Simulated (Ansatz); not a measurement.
**Os(0001) with 2 thermally displaced layers, 2x2: scattering by thermal displacements**

Wanted: the phonon-limited resistivity of Os at 800 K by the Landauer route.

Main program and level: Ansatz 0.2.0; Ansatz plane-wave DFT, PBE, PAW files; ballistic transport by layer matching (Landauer), zero bias; PAW set soft_1.

## 1. The starting structure

The cell holds 48 atoms: 48 Os. Its edges and angles: a = 5.468 Å, b = 5.468 Å, c = 25.918 Å, α = 90.0°, β = 90.0°, γ = 120.0°. It derives from Os. Regions: lead, 40 atoms (40 Os); scattering region, 8 atoms (8 Os). The structure is stacked along c, and the current runs across the ab planes.

## 2. With 2 displaced layers

Each atom of 2 layers is moved at random, by amounts drawn from a normal law 0.0497 Å wide in each direction from the Debye model (500 K) at 800 K. The layers about the cell's end stay perfect and serve as the lead. Disorder leaves little or no symmetry, which makes such runs dear. Energies from -0.05 to 0.05 eV in steps of 0.05 eV are too few for the program's thermal sum, so it prints no conductance; for a metal the transmission near the Fermi level serves, at a fraction of the cost.

input.yaml

```yaml
crystal:
  lattice:
    - [5.4682, 0.0, 0.0]
    - [-2.7341, 4.735600113, 0.0]
    - [0.0, 0.0, 25.9182]
  atoms:
    - { symbol: Os, position: [0.1666666667, 0.3333333333, 0.0416666667] }
    - { symbol: Os, position: [0.1666666667, 0.8333333333, 0.0416666667] }
    - { symbol: Os, position: [0.6666666667, 0.3333333333, 0.0416666667] }
    - { symbol: Os, position: [0.6666666667, 0.8333333333, 0.0416666667] }
    - { symbol: Os, position: [0.3333333333, 0.1666666667, 0.125] }
    - { symbol: Os, position: [0.3333333333, 0.6666666667, 0.125] }
    - { symbol: Os, position: [0.8333333333, 0.1666666667, 0.125] }
    - { symbol: Os, position: [0.8333333333, 0.6666666667, 0.125] }
    - { symbol: Os, position: [0.1666666667, 0.3333333333, 0.2083333333] }
    - { symbol: Os, position: [0.1666666667, 0.8333333333, 0.2083333333] }
    - { symbol: Os, position: [0.6666666667, 0.3333333333, 0.2083333333] }
    - { symbol: Os, position: [0.6666666667, 0.8333333333, 0.2083333333] }
    - { symbol: Os, position: [0.3333333333, 0.1666666667, 0.2916666667] }
    - { symbol: Os, position: [0.3333333333, 0.6666666667, 0.2916666667] }
    - { symbol: Os, position: [0.8333333333, 0.1666666667, 0.2916666667] }
    - { symbol: Os, position: [0.8333333333, 0.6666666667, 0.2916666667] }
    - { symbol: Os, position: [0.1666666667, 0.3333333333, 0.375] }
    - { symbol: Os, position: [0.1666666667, 0.8333333333, 0.375] }
    - { symbol: Os, position: [0.6666666667, 0.3333333333, 0.375] }
    - { symbol: Os, position: [0.6666666667, 0.8333333333, 0.375] }
    - { symbol: Os, position: [0.3337832633, 0.1652790042, 0.4595624749] }
    - { symbol: Os, position: [0.3314742017, 0.6610398619, 0.4590273305] }
    - { symbol: Os, position: [0.8501699401, 0.1766150415, 0.4569826781] }
    - { symbol: Os, position: [0.818548346, 0.6601196361, 0.4584126489] }
    - { symbol: Os, position: [0.1443668638, 0.3310350911, 0.5392754319] }
    - { symbol: Os, position: [0.1571467532, 0.8276163011, 0.5410596025] }
    - { symbol: Os, position: [0.6758866582, 0.344284154, 0.5414199744] }
    - { symbol: Os, position: [0.675603627, 0.8263459624, 0.5423413081] }
    - { symbol: Os, position: [0.3333333333, 0.1666666667, 0.625] }
    - { symbol: Os, position: [0.3333333333, 0.6666666667, 0.625] }
    - { symbol: Os, position: [0.8333333333, 0.1666666667, 0.625] }
    - { symbol: Os, position: [0.8333333333, 0.6666666667, 0.625] }
    - { symbol: Os, position: [0.1666666667, 0.3333333333, 0.7083333333] }
    - { symbol: Os, position: [0.1666666667, 0.8333333333, 0.7083333333] }
    - { symbol: Os, position: [0.6666666667, 0.3333333333, 0.7083333333] }
    - { symbol: Os, position: [0.6666666667, 0.8333333333, 0.7083333333] }
    - { symbol: Os, position: [0.3333333333, 0.1666666667, 0.7916666667] }
    - { symbol: Os, position: [0.3333333333, 0.6666666667, 0.7916666667] }
    - { symbol: Os, position: [0.8333333333, 0.1666666667, 0.7916666667] }
    - { symbol: Os, position: [0.8333333333, 0.6666666667, 0.7916666667] }
    - { symbol: Os, position: [0.1666666667, 0.3333333333, 0.875] }
    - { symbol: Os, position: [0.1666666667, 0.8333333333, 0.875] }
    - { symbol: Os, position: [0.6666666667, 0.3333333333, 0.875] }
    - { symbol: Os, position: [0.6666666667, 0.8333333333, 0.875] }
    - { symbol: Os, position: [0.3333333333, 0.1666666667, 0.9583333333] }
    - { symbol: Os, position: [0.3333333333, 0.6666666667, 0.9583333333] }
    - { symbol: Os, position: [0.8333333333, 0.1666666667, 0.9583333333] }
    - { symbol: Os, position: [0.8333333333, 0.6666666667, 0.9583333333] }
kpoints:
  mp_grid: { grid: [5, 5, 1] }
hamiltonian:
  xc: pbe
  pseudopotentials: { kind: paw, azcp: { folder: soft_1 } }
scf:
  occupations: { method: fermi_dirac, width: 0.1 }
output:
  transmission:
    leads: [[0, 8]]
    kmesh: [10, 10]
    e_range: [-0.05, 0.05]
    de: 0.05
  write_potential: true
  write_density: true
  volumetric_format: npy
  elf: true
```

Started as:

```console
> ansatz run input.yaml --threads 4 --pin off --max-ram 15360MiB --backend cpu --events-out ev --progress --plain --runs-dir out
```

Numbers of over 12 decimals in the logs are rounded to 6 here.

The program printed:

```text
Engine: ansatz 0.2.0, x86_64-unknown-linux-gnu
Pseudopotentials: kind: paw
Pseudopotential: Os, paw, valence charge 16, recommended cutoff 420 eV (normal), soft_1/Os.paw.azcp
Functional definition: PBE
  parameter kappa = 0.804
  parameter beta = 0.066725
  exchange = pbe_x(kappa = kappa, mu = beta*pi^2/3)
  correlation = pbe_c(beta = beta)
Crystal: 48 atoms, lattice volume = 671.157 Å³
Basis set: ecut = 420 eV, 13017 PW (Γ)
Bands: 461, of which v1, the nominal top of the filled ones, is band 384 counted from 1 (383 counted from 0)
Symmetry: 1 space group operations
Space group: P1 (ITA 1), of the structure as read, at distance tolerance 8.8e-5 Å
k-points: 13 of 25 (time reversal used)
Non-local potential: Os, projectors of the file, l = 0: 3, l = 1: 2, l = 2: 2, l = 3: 1
PAW form: soft (Blöchl's): semilocal exchange-correlation on the pseudo side does not see the compensation charge
PAW one-centre angular grid: Os, 590 points (default); XC on 64 Gauss nodes
Initial density: superposition of atomic densities (chi_scale 0.1, normalization cell)
Initial wavefunctions: pseudopotential atomic-orbital guess
Functional: x = pbe(κ = 0.804, μ = 0.219515), c = pbe(β = 0.066725)
SCF iter   1: F=—  HF=-546530.591146 eV  |F-HF|=—  |Δ(HF+E_count)|=         —  Δρ=6.02e-2  dr2=2.07e1  ethr=3.10e-3  ⟨swp⟩=5.5  Hψ=19576  notcnv=0  defer=21
preconditioner: auto → Kerker (q_TF=auto, 2.790 Å⁻¹)  [metal: Δε(μ)=0.069 eV  Ē_g=6.266 eV  σ=0.100 eV  W_gap=0.17  n_scr=268 (ndim 8)  ℏωp=28.1 eV  f_vac=0.000  D(μ)=31.24/eV (n_scr^D=292)]
SCF iter   2: F=—  HF=-546525.131705 eV  |F-HF|=—  |Δ(HF+E_count)|=    5.46e0  Δρ=3.31e-2  dr2=5.89e0  ethr=2.70e-3  ⟨swp⟩=3.0  Hψ=10092  notcnv=0  defer=78
SCF iter   3: F=—  HF=-546523.382415 eV  |F-HF|=—  |Δ(HF+E_count)|=    1.75e0  Δρ=3.71e-3  dr2=3.74e-2  ethr=7.67e-4  ⟨swp⟩=2.0  Hψ=9222  notcnv=0  defer=78
SCF iter   4: F=—  HF=-546523.383811 eV  |F-HF|=—  |Δ(HF+E_count)|=   1.40e-3  Δρ=4.29e-4  dr2=1.02e-3  ethr=4.87e-6  ⟨swp⟩=2.5  Hψ=11289  notcnv=0  defer=66
SCF iter   5: F=—  HF=-546523.383799 eV  |F-HF|=—  |Δ(HF+E_count)|=   1.21e-5  Δρ=9.08e-5  dr2=5.49e-5  ethr=1.32e-7  ⟨swp⟩=2.5  Hψ=11662  notcnv=0  defer=66
SCF iter   6: F=—  HF=-546523.385084 eV  |F-HF|=—  |Δ(HF+E_count)|=   1.28e-3  Δρ=1.34e-5  dr2=3.01e-6  ethr=7.15e-9  ⟨swp⟩=2.0  Hψ=8423  notcnv=0  defer=66
SCF iter   7: F=—  HF=-546523.385084 eV  |F-HF|=—  |Δ(HF+E_count)|=   3.03e-7  Δρ=2.31e-6  dr2=1.92e-7  ethr=3.91e-10  ⟨swp⟩=2.0  Hψ=8384  notcnv=0  defer=66
SCF iter   8: F=-546523.385084 eV  HF=-546523.385084 eV  |F-HF|=1.01e-8  |Δ(HF+E_count)|=   7.33e-9  Δρ=5.59e-7  dr2=1.12e-8  ethr=1.30e-11  ⟨swp⟩=6.9  Hψ=12385  notcnv=0
SCF 1 converged in 8 iterations: F = -546523.385084 eV  dr2 = 1.12e-8
  greatest PAW one-centre occupation: 1.000 electrons in one spin orbital (limit 2), on the Os atom at site 24 (counted from 0), in its partial waves of l = 0
transmission: 251 of 2496 steps passed
transmission: 500 of 2496 steps passed
[...]
transmission: 2496 of 2496 steps passed
SCF converged after 8 iterations
Free energy (F): -546523.385084 eV
Harris-Foulkes:  -546523.385084 eV  (|F-HF|=1.01e-8)
Internal energy: -546522.288602 eV  (E = F + TS)
E sigma→0 (E₀):  -546522.836843 eV
Entropy (-TS):   -1.096481 eV (-22.843 meV/atom)
Fermi energy:    26.054451 eV
--- Per-component energies (eV) ---
  E_band       = -3114.465696
  E_kinetic    = 23641.852316
  E_local      = -43767.408105  (includes V_loc(G=0)·N_el)
  E_nonlocal   = 9411.450000
  E_hartree    = 15712.366320
  E_xc         = -11239.996540
  E_vxc        = -11838.680981  (∫ρ·V_xc dr)
  E_paw        = -434264.362458  (= ΣΔE_a)
  E_vpaw       = -11986.433922  (= ΣTr[D̂ρ^β])
  E_aug_tail   = 0.021135  (compensation charges beyond the density's cutoff)
  E_ewald      = -106016.211271
  E_smearing   = -1.096481  (= −TS)
  E_closure    = -0.000000  (closes the sum)
  Σ components = -546523.385084   (vs F -546523.385084, Δ=0.00e0)
--- Band table (eV; the first three rows and the last of 13) ---
  k-point 0: bands = [... 380 lower, 26.7171, 26.7257, 26.7261, 26.7404, 26.7529, 26.9242, 26.9364, 26.9449, ... 73 higher]
  k-point 1: bands = [... 380 lower, 26.1748, 26.1880, 26.2157, 26.2326, 26.2611, 26.8643, 26.8824, 27.0822, ... 73 higher]
  k-point 2: bands = [... 380 lower, 25.6766, 25.7813, 25.8056, 25.8616, 25.9332, 25.9573, 26.0392, 26.1493, ... 73 higher]
  k-point 12: bands = [... 380 lower, 25.7953, 25.8598, 25.8935, 26.0934, 26.1251, 26.1582, 26.1767, 26.1852, ... 73 higher]
--- Transmission ---
  basis      : 223 plane waves across, 48 finite elements along
  points     : 52, standing for a mesh of 10 x 10
  energies   : 3 from -0.050000 to 0.050000 eV about the Fermi level, 0.050000 eV apart; the leads are filled to 0.000000 eV, and channels, transmission and decay are at 0.000000 eV
  crystal 0  : Os8, at the sites [0, 8], period 4.3197 Å, over 21.60 Å; its Hamiltonian steps by up to 2.4 meV
    offset         : up to 0.0000 Å between an atom of the period and one for which it stands
    channels       : 4.390000e0 a spin
    conductance    : none, the energies end too early or step too widely for 300 K: set another output.transmission.e_range or a lower de, or, where they end at an eighth of basis.ecutwfc, a higher one
  junction   : crystal 0 to crystal 0, 0.70 to 22.30 Å
    transmission   : 4.116774e0 a spin
    conductance    : none, the energies end too early or step too widely for 300 K: set another output.transmission.e_range or a lower de, or, where they end at an eighth of basis.ecutwfc, a higher one
```

The job ended after 8.1 min (4 threads of Intel Xeon Platinum 8375C at 2.90GHz (Ice Lake), shared host; peak memory 6.7 GiB; 28 min of CPU time).

This step gave:

* free energy: -546523.3851 eV
* energy at zero smearing: -546522.8368 eV
* Fermi energy: 26.05 eV
* cell area: 25.90 Å²
* transmission per spin nearest the Fermi level: 4.117
* open channels per spin nearest the Fermi level: 4.39
* step of the lead's potential: 2.4 meV

Per spin. Transmission, zone mean against energy, zero at the Fermi level:

| energy (eV) | transmission, zone mean |
| --- | --- |
| -0.0500 | 4.45 |
| 0.0000 | 4.12 |
| 0.0500 | 4.28 |

Per spin. The open channels, zone mean, lead by energy, zero at the Fermi level:

| energy (eV) | open channels, zone mean, lead |
| --- | --- |
| -0.0500 | 4.74 |
| 0.0000 | 4.39 |
| 0.0500 | 4.55 |

Transmission over k1 and k2. At 0.0000 eV from the Fermi level.

Ten even steps from '_' (1.6) to '@' (10.8):
```
__::------::::..__..
..------------..____
..--------------....
__------++++------::
==::----++@@++----::
__::------++++------
......--------------
..____..------------
__..__..::::------::
==__....__==__....__
```
Columns: k1 (b1) from -0.5 to 0.4; rows upwards: k2 (b2) from -0.5 to 0.4.

Open channels over k1 and k2. At 0.0000 eV from the Fermi level.

Ten even steps from '0' (2.0) to '9' (11.0):
```
0333332101
1333333100
1333333311
0333553332
4333595333
0233355333
1113333333
1001333333
0101233333
4011040110
```
Columns: k1 (b1) from -0.5 to 0.4; rows upwards: k2 (b2) from -0.5 to 0.4.

Valence density in the ca plane at fractional y = 0.165, with atoms of Os within 0.2 Å of it. It is the smooth field of the valence electrons, not physical close to the nuclei.

Ten even steps from '0' (0.3 e/Å³) to '9' (8.3 e/Å³), each cell a mean:
```
00000024310000000135310000000134200000000134
00000158830000000279720000000279610000000388
00000169940000000279720000000389720000000499
00000036520000000145410000000156410000000266
00000001100000000001000000000012100000000011
01100000000001100000000001000000000011000000
01100000000001100000000001000000000011000000
00000001100000000011100000000011100000000011
00000036620000000147520000000157410000000266
00000169940000000179830000000389720000000499
00000158730000000158730000000278610000000388
00000024310000000024310000000134200000000134
01100000000001100000000001000000000011000000
01100000000001100000000012100000000011000000
01100000000001000001000011000000000001000000
```
Columns run along c (16.0 Å, from fractional 0.19 to 0.81 of the cell), rows up along a (5.5 Å). Atoms in or near the plane, at fractional coordinates: Os at (0.29, 0.33), Os at (0.29, 0.83), Os at (0.46, 0.33), Os at (0.46, 0.85), Os at (0.62, 0.33), Os at (0.62, 0.83), Os at (0.79, 0.33), Os at (0.79, 0.83).

ELF in the ca plane at fractional y = 0.165, with atoms of Os within 0.2 Å of it. It is the smooth field of the valence electrons, not physical close to the nuclei.

Ten even steps from '0' (0.25) to '9' (0.59), each cell a mean:
```
10023158742310122379732211122378622210132488
31131298971221231597951321231698941321221798
32231397881231220597950321221696941321321887
21122289961321121389831210121499832211231699
12212124422212212123212111112145312122122244
14410222222025301212221024201222221035202222
14410222222024301211122023101222221034202222
11112124412211112125412200022135313111122144
21122289961321132289952310131599832311231699
32231396881232231496871221221696941322321886
31132298971221231398961321231698941311221798
11123158732311122258732310131278622211132478
13311212212123211223212122112112122133112122
15410223322025401233331035201233220045202233
13311212112113212123212134202112112023112112
```
Columns run along c (16.0 Å, from fractional 0.19 to 0.81 of the cell), rows up along a (5.5 Å). Atoms in or near the plane, at fractional coordinates: Os at (0.29, 0.33), Os at (0.29, 0.83), Os at (0.46, 0.33), Os at (0.46, 0.85), Os at (0.62, 0.33), Os at (0.62, 0.83), Os at (0.79, 0.33), Os at (0.79, 0.83).

Electrostatic potential energy in the ca plane at fractional y = 0.165, with atoms of Os within 0.2 Å of it. With pseudopotentials it is smooth inside the atoms' cores, unlike the true potential.

Ten even steps from '0' (-53 eV) to '9' (26 eV), each cell a mean:
```
98999853369998999732379988899743489998999633
99999620038999998500148999998400159999998300
99999610037999998400048999998400159999997200
99999731158999999731369999999521369999998411
87789975689987899976799988899865799987899865
76689999999975689999999976799999999865799999
76689999999975689999999976799999999865799999
98899975689987899975689988899865799987899865
99999731148999999721258999999521269999998411
99999610037999999510038999998400159999997200
99999720038999999610048999998410159999998300
98899853369998899853479999999743589988999633
86689988899976789987899977899987899876899988
75579999999975689999999865799999999865799999
86789998899986789987899865799988899876899988
```
Columns run along c (16.0 Å, from fractional 0.19 to 0.81 of the cell; values clipped at the 3rd and 97th percentile), rows up along a (5.5 Å). Atoms in or near the plane, at fractional coordinates: Os at (0.29, 0.33), Os at (0.29, 0.83), Os at (0.46, 0.33), Os at (0.46, 0.85), Os at (0.62, 0.33), Os at (0.62, 0.83), Os at (0.79, 0.33), Os at (0.79, 0.83).

Over the solved energies the transmission per spin lies between 4.12 and 4.45, out of 4.56 channels of the lead on average (up to 4.74).

[end of part 1 of 2]

[Logs are printed without paths, hosts, clocks, repeated set-up lines and the standing remarks that a program may print on its own settings, such as how far it seeks lower states.]

[Hosts, paths, dates, database ids (printed as entryN), source tags and the programs' standing remarks are cut or masked in the printed files.]
